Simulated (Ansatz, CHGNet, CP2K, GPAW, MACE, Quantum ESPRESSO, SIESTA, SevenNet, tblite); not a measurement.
## Σ7 (111) twist boundary in a MgS-YS solid solution (84 atoms): runs against a plane-wave reference

The cell holds 84 atoms: 38 Mg, 42 S and 4 Y. Its edges and angles: a = 9.782 Å, b = 9.782 Å, c = 19.373 Å, α = 90.0°, β = 90.0°, γ = 120.0°. Rock-salt MgS lattice (a = 5.2289 Å, the value set for the mixture); two grains turned against each other by 38.21 deg about [111]; 1 x 1 coincidence cells, 1 lattice periods a grain, two boundaries a cell, upper grain shifted by [0, 0] of the boundary cell and opened by 0.63 Å, no atom removed; 4 of 42 Mg sites given to Y at random (lattice constant by Vegard's rule between MgS and YS); not relaxed, displaced by a Gaussian of 0.02 Å. Then every atom was moved at random, 0.05 Å r.m.s. a Cartesian component. Regions: lower grain, 42 atoms (20 Mg, 21 S and 1 Y); upper grain, 42 atoms (18 Mg, 21 S and 3 Y).

Geometry: as built.

The reference, a calculation:

| Quantity | Value |
| --- | --- |
| method | Kohn-Sham DFT, PBE, SSSP efficiency 1.3.0 pseudopotentials, plane waves (Quantum ESPRESSO 7.5); sssp-pbe-1.3.0-efficiency, cutoffs 45/360 Ry, Γ point |
| r.m.s. force component | 0.7976 eV/Å |
| longest force | 6.324 eV/Å |
| pressure | 2.814 GPa |
| time | 5.5 min on 4 MPI ranks of Intel Xeon Platinum 8259CL at 2.50GHz (Skylake/Cascade Lake), shared host |
| CPU time | 22 min |

**Question.** The same geometry is run in other programs. How far does each lie from the reference, and what does it cost?
- MACE MP-0b2 small potential (MACE MP-0b2 small; 1 thread)
- SIESTA PBE, DZP, shift 0.01 Ry, mesh 500 Ry (SIESTA 5.4.2; 2 MPI ranks)
- SIESTA PBEsol, DZP, shift 0.01 Ry, mesh 500 Ry (SIESTA 5.4.2; 2 MPI ranks)
- CP2K PBE, DZVP-MOLOPT-SR, 420/50 Ry, diagonalisation (CP2K 2026.2; 2 threads)
- SIESTA PBE, DZP, shift 0.02 Ry, mesh 500 Ry (SIESTA 5.4.2; 2 MPI ranks)
- CHGNet r2SCAN potential (CHGNet r2SCAN; 1 thread)
- tblite GFN1-xTB (tblite 0.8.0; 1 thread)
- SevenNet l3i5 potential (SevenNet l3i5; 1 thread)
- GPAW PBE, LCAO dzp, h 0.2 Å, other mixer settings (GPAW 26.7.0; 1 thread)

Differences are against the plane-wave reference, forces as r.m.s. over components; share is that over the reference's r.m.s. force, slope the least-squares factor from reference forces to these. Total energies of different programs have different zeros and aren't compared.

| run | Δ force, r.m.s. (meV/Å) | share (%) | slope | Δ pressure (GPa) | cores | CPU time | memory (GiB) |
| --- | --- | --- | --- | --- | --- | --- | --- |
| reference | - | - | - | - | 4 | 22 min | 4.0 |
| MACE MP-0b2 small potential | 175 | 22.0 | 0.977 | -1.10 | 1 | 11 s | 0.67 |
| SIESTA PBE, DZP, shift 0.01 Ry, mesh 500 Ry | 104 | 13.1 | 1.064 | 0.479 | 2 | 14 min | 2.1 |
| SIESTA PBEsol, DZP, shift 0.01 Ry, mesh 500 Ry | 104 | 13.1 | 1.028 | -1.69 | 2 | 12 min | 2.1 |
| CP2K PBE, DZVP-MOLOPT-SR, 420/50 Ry, diagonalisation (coarse) | 1683 | 211 | 1.068 | 1.93 | 2 | 13 min | 3.2 |
| SIESTA PBE, DZP, shift 0.02 Ry, mesh 500 Ry | 85.9 | 10.8 | 1.041 | -2.33 | 2 | 9.9 min | 1.8 |
| CHGNet r2SCAN potential | 297 | 37.3 | 0.715 | -2.01 | 1 | 6.8 s | 0.85 |
| tblite GFN1-xTB | 373 | 46.8 | 0.739 | -3.35 | 1 | 37 s | 0.14 |
| SevenNet l3i5 potential | 124 | 15.5 | 0.960 | -0.665 | 1 | 18 s | 1.1 |
| GPAW PBE, LCAO dzp, h 0.2 Å, other mixer settings | 70.7 | 8.87 | 1.061 | - | 1 | 20 min | 1.7 |

Rows marked coarse were listed beforehand as settings not expected to be converged; some can still land near the reference.

Times of the machine-learned potentials are mostly Python's start and the loading of weights.

CPU time is summed over cores on a shared host, where runs went side by side, so it is rough. Symmetry, cutoffs, thresholds, outputs and thread counts weren't matched or tuned between programs; memory under MPI is the largest rank's times the ranks.

The PBE runs in local orbitals, coarse settings apart, differ by 8.9 % (GPAW PBE, LCAO dzp, h 0.2 Å, other mixer settings) to 13 % (SIESTA PBE, DZP, shift 0.01 Ry, mesh 500 Ry); basis, grid and potentials can all enter. Tight binding differs by 47 % (tblite GFN1-xTB); it is another model, with fitted parameters of its own, and the xTB methods hold dispersion. Machine-learned potentials differ by 16 % (SevenNet l3i5 potential) to 37 % (CHGNet r2SCAN potential); they were trained on other programs' data, some at another functional. Rows with another functional or a dispersion term differ by 13 % (SIESTA PBEsol, DZP, shift 0.01 Ry, mesh 500 Ry), which mixes the change of model with differences of basis and potentials. Periodic xTB results under one method name differ between programs and library versions. Machine-learned potentials mimic data converged in k, so the reference's own k-point error enters their differences. The electronic-structure runs sample only Γ, in a cell whose shortest periodic width is 8 Å, which is coarse for a cell with partly filled levels.

[Hosts, paths, dates, database ids (printed as entryN), source tags and the programs' standing remarks are cut or masked in the printed files.]
